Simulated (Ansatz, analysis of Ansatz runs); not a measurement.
# Li5AuO4 (C2/m), V_Li hop (2.7 Å): attempt frequency at charge −1, part 2 of 2

Aim: the prefactor of a hop in Li5AuO4 (C2/m) (V_Li hop (2.7 Å), charge −1) from the modes of the moving atom at the start and at the top of a path found beforehand. Model: a cell of 80 host atoms with 1 Li taken out.

Ansatz 0.2.0; plane-wave PAW DFT, PBEsol; finite-difference force constants of the moving atom alone.

So far. Step 2 (Vibrations of the moving atom at the start point): The three modes are 314, 377 and 425 cm⁻¹: all real, a minimum for this atom with the others held.

### 3. Vibrations of the moving atom at the top of the path

The same at the top, where the mode along the path should be imaginary.

The input, qm1.top.modes/input.yaml:

```yaml
crystal:
  lattice:
    - [9.40268524, 0.0, -0.02548652]
    - [0.0, 9.40405317, 0.0]
    - [-2.07562506, 0.0, 9.16358709]
  atoms:
    - { symbol: Li, position: [-0.00094373, 0.79065741, 0.24897518] }
    - { symbol: Li, position: [0.24531745, 0.29686407, 0.24422765] }
[... 9 atom lines left out ...]
    - { symbol: Au, position: [0.24365821, -0.00369442, 0.24403265] }
[... 3 atom lines left out ...]
    - { symbol: O, position: [0.3609835, 0.84638802, 0.36553725] }
[... 3 atom lines left out ...]
    - { symbol: O, position: [0.35311454, 0.15270762, 0.35601674] }
[... 5 atom lines left out ...]
    - { symbol: Li, position: [0.24825734, 0.22645168, 0.49585419] }
[... 7 atom lines left out ...]
    - { symbol: O, position: [0.37583207, 0.35009724, 0.62983183] }
[... 12 atom lines left out ...]
    - { symbol: Li, position: [0.49686612, 0.21470205, 0.25035028] }
[... 7 atom lines left out ...]
    - { symbol: O, position: [0.62748203, 0.35410008, 0.36872788] }
[... 9 atom lines left out ...]
    - { symbol: Li, position: [0.74718769, 0.22593912, 0.50266327] }
    - { symbol: Li, position: [0.5057919, 0.21408097, 0.75536312] }
[... 1 atom line left out ...]
    - { symbol: Li, position: [0.49419495, 0.15501765, 0.50663704] }
[... 3 atom lines left out ...]
    - { symbol: O, position: [0.6390124, 0.84611275, 0.63502923] }
[... 3 atom lines left out ...]
    - { symbol: O, position: [0.64713733, 0.15232974, 0.64494407] }
[... 2 atom lines left out ...]
    - { symbol: O, position: [0.87695309, 0.14564074, 0.88018624] }
  symmetry: { detect: false }
total_charge: -1
basis:
  ecutwfc: 420
  xc_grid: 2
hamiltonian:
  xc: pbesol
kpoints:
  mp_grid: { grid: [1, 1, 1], shift: [0.25, 0.25, 0.25] }
scf:
  occupations: { method: fixed }
  max_iter: 100
phonons:
  supercell: [1, 1, 1]
  displaced_sites: [67]
  amplitude: 0.02
```

Started as:

```sh
ansatz run input.yaml --threads 4 --pin off --max-ram 14131MiB --backend cpu --events-out ev --progress --plain --runs-dir out
```

What it wrote:

```text
[...]
Crystal: 79 atoms, lattice volume = 809.778 Å³
Basis set: ecut = 420 eV, 15817 PW (Γ), exchange–correlation on 128×128×128 points (8 copies of the dense FFT grid, shifted against one another)
Bands: 310, of which v1, the nominal top of the filled ones, is band 231 counted from 1 (230 counted from 0)
Symmetry: 1 space group operations
k-points: 1
[...]
SCF iter   1: F=—  HF=-129954.987661 eV  |F-HF|=—  |Δ(HF+E_count)|=         —  Δρ=1.68e-2  dr2=1.83e0  ethr=1.77e-3  ⟨swp⟩=5.0  Hψ=967  notcnv=0  defer=74
[...]
SCF iter  14: F=-129954.462809 eV  HF=-129954.462809 eV  |F-HF|=3.06e-10  |Δ(HF+E_count)|=  2.62e-10  Δρ=2.23e-7  dr2=4.02e-10  ethr=1.00e-12  ⟨swp⟩=3.0  Hψ=704  notcnv=0
SCF 1 converged in 14 iterations: F = -129954.462809 eV  dr2 = 4.02e-10
[...]
SCF iter  11: F=-129954.461485 eV  HF=-129954.461485 eV  |F-HF|=4.37e-11  |Δ(HF+E_count)|=  8.73e-11  Δρ=8.46e-8  dr2=5.89e-11  ethr=1.00e-12  ⟨swp⟩=4.0  Hψ=738  notcnv=0
SCF 2 converged in 11 iterations: F = -129954.461485 eV  dr2 = 5.89e-11
[...]
SCF iter   7: F=-129954.460511 eV  HF=-129954.460511 eV  |F-HF|=2.91e-11  |Δ(HF+E_count)|=  1.46e-10  Δρ=1.05e-7  dr2=8.64e-11  ethr=1.00e-12  ⟨swp⟩=4.0  Hψ=774  notcnv=0
SCF 3 converged in 7 iterations: F = -129954.460511 eV  dr2 = 8.64e-11
[...]
SCF iter  11: F=-129954.463441 eV  HF=-129954.463441 eV  |F-HF|=4.37e-11  |Δ(HF+E_count)|=  1.60e-10  Δρ=8.68e-8  dr2=6.15e-11  ethr=1.00e-12  ⟨swp⟩=4.0  Hψ=782  notcnv=0
SCF 4 converged in 11 iterations: F = -129954.463441 eV  dr2 = 6.15e-11
[...]
SCF iter   8: F=-129954.462842 eV  HF=-129954.462842 eV  |F-HF|=2.91e-11  |Δ(HF+E_count)|=  1.46e-11  Δρ=6.06e-8  dr2=2.03e-11  ethr=1.00e-12  ⟨swp⟩=3.0  Hψ=770  notcnv=0
SCF 5 converged in 8 iterations: F = -129954.462842 eV  dr2 = 2.03e-11
[...]
SCF iter  11: F=-129954.459813 eV  HF=-129954.459813 eV  |F-HF|=1.46e-11  |Δ(HF+E_count)|=  2.91e-11  Δρ=7.97e-8  dr2=5.41e-11  ethr=1.00e-12  ⟨swp⟩=4.0  Hψ=736  notcnv=0
SCF 6 converged in 11 iterations: F = -129954.459813 eV  dr2 = 5.41e-11
[...]
SCF iter   7: F=-129954.460818 eV  HF=-129954.460818 eV  |F-HF|=0.00e0  |Δ(HF+E_count)|=  1.02e-10  Δρ=1.05e-7  dr2=8.50e-11  ethr=1.00e-12  ⟨swp⟩=4.0  Hψ=778  notcnv=0
SCF 7 converged in 7 iterations: F = -129954.460818 eV  dr2 = 8.50e-11
SCF converged after 14 iterations
Free energy (F): -129954.462809 eV
[...]
Internal energy: -129954.462809 eV  (E = F + TS)
E sigma→0 (E₀):  -129954.462809 eV
Fermi energy:    5.458037 eV
[...]
--- Forces (eV/Å), atoms counted from 1 ---
  atom   1  Li    -0.00030912    -0.00122876     0.00178397
  atom   2  Li    -0.00212232    -0.00027131    -0.00044985
  [... 13 atoms left out ...]
  atom  16  O     -0.00064253    -0.00293166    -0.00245480
  [... 3 atoms left out ...]
  atom  20  O     -0.00911190    -0.01921936     0.00670031
  [... 5 atoms left out ...]
  atom  26  Li     0.00699231    -0.00042974     0.00024263
  [... 7 atoms left out ...]
  atom  34  O     -0.00145044     0.00521753     0.00350983
  [... 12 atoms left out ...]
  atom  47  Li    -0.00224015     0.00032808    -0.00468694
  [... 7 atoms left out ...]
  atom  55  O     -0.00730092    -0.01383742     0.01127418
  [... 9 atoms left out ...]
  atom  65  Li     0.00500096     0.00555023     0.00623998
  atom  66  Li    -0.00035846    -0.00491031    -0.00518110
  [... 1 atom left out ...]
  atom  68  Li     0.02463965     0.01508168    -0.02547419
  [... 7 atoms left out ...]
  atom  76  O     -0.00700186    -0.01949845     0.01430011
  [... 3 atoms left out ...]
  max |Σ_I F_I| component: 2.33e-5 eV/Å
--- Band table (eV) ---
[...]
transpose residual: 2.4e-3 eV/Å²
[...]
frequencies among the named sites at Γ of the cell (cm⁻¹): -255.26 287.76 872.07
  unstable modes among the named sites: 1
  frequencies as built, with no sum rule (cm⁻¹): -255.24 287.76 872.07
  zero-point energy: 0.071901 eV/cell   skipped modes (ω ≤ 0): 1, of them read as no rigid motion or as one in doubt: 1 (1.000e0 modes/cell left out, lowest -255.26 cm⁻¹)
[...]
```

It took 1.8 min on 4 threads of Arm Neoverse V1, shared host; peak memory 1.6 GiB; 7.1 min of CPU time.

Read from the output:

| Quantity | Value |
| --- | --- |
| free energy | -129954.4628 eV |
| frequencies of moving atom | -255.3, 287.8, 872.1 cm⁻¹ (negative: imaginary) |

The three modes are 255i, 288 and 872 cm⁻¹: one imaginary, a saddle of first order for this atom with the others held.

### 4. Attempt frequency and hop rate

Analysis of the runs above: harmonic transition-state theory from the moving atom's modes alone (Vineyard), PBEsol.

It gives:

```
attempt frequency : 6.018 THz
```

Hop rate against temperature:

```
temperature (K)  hop rate (1/s)
            200         1.5e-12
            300          2.4e-4
            400            3.05
            600           38283
            800           4.3e6
           1000           7.3e7
```

### 5. Outcome

| Property | Result |
| --- | --- |
| attempt frequency (attempt frequency and hop rate) | 6.02 THz |

**Reading.** The attempt frequency, the product of the three frequencies at the start over that of the two real ones at the top (Vineyard), is 6.0 THz. With the barrier of 0.98 eV it gives 3.8e+04 hops a second at 600 K along this one path; equivalent neighbouring sites multiply that. The host's atoms were held, though they move along the path too, so the prefactor is rough. What this leaves open: one k-point off the zone centre stands for the whole zone; spin–orbit coupling, which can matter with heavy atoms, is left out.

[Long decimals in the printed logs are rounded to 6 places.]

[Repeated set-up lines and some long k-point lines are left out of the logs, and relaxed atomic positions are cut to six decimals.]

[Logs are printed without paths, hosts, clocks, repeated set-up lines and the standing remarks that a program may print on its own settings, such as how far it seeks lower states.]

[Hosts, paths, dates, database ids (printed as entryN), source tags and the programs' standing remarks are cut or masked in the printed files.]
